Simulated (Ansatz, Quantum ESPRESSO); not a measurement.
# germanene, 1 layer: the energy at a withheld member of a series

Method. Quantum ESPRESSO 7.5, PBE, GBRV ultrasoft. Cell and atoms are first relaxed; each strained cell is then held and the atoms relax in it. A periodic run with 15 Å of vacuum in the starting cell gives the vacuum levels, and bands follow along a path. The series steps biaxial strain. Energies count from the lowest.

```tsv
biaxial strain	energy (eV)
-4 %	0.1014
-3 %	0.0562
-2 %	0.0247
-1 %	0.0063
0 %	0.0000
1 %	0.0050
2 %	0.0203
3 %	0.0431
```

One more run was made and is withheld. What is the energy at 4 %?

**Worked estimate.** The rows at 2 % and 3 % give a slope of (0.0431 − (0.0203))/(3 − (2)) = 0.0228, so a straight line gives 0.0659 eV. A parabola through these and the row at 1 % gives 0.0734 eV.

What the calculation gave: 0.0743 eV. The line misses by −0.0084 and the parabola by −0.0009 eV. The parabola does better.

Caveats: Semilocal gaps are too small; the 1×1 cell can't ripple over many cells under compression as a free sheet would. No spin-orbit coupling.

[Logs are printed without paths, hosts, clocks, repeated set-up lines and the standing remarks that a program may print on its own settings, such as how far it seeks lower states.]
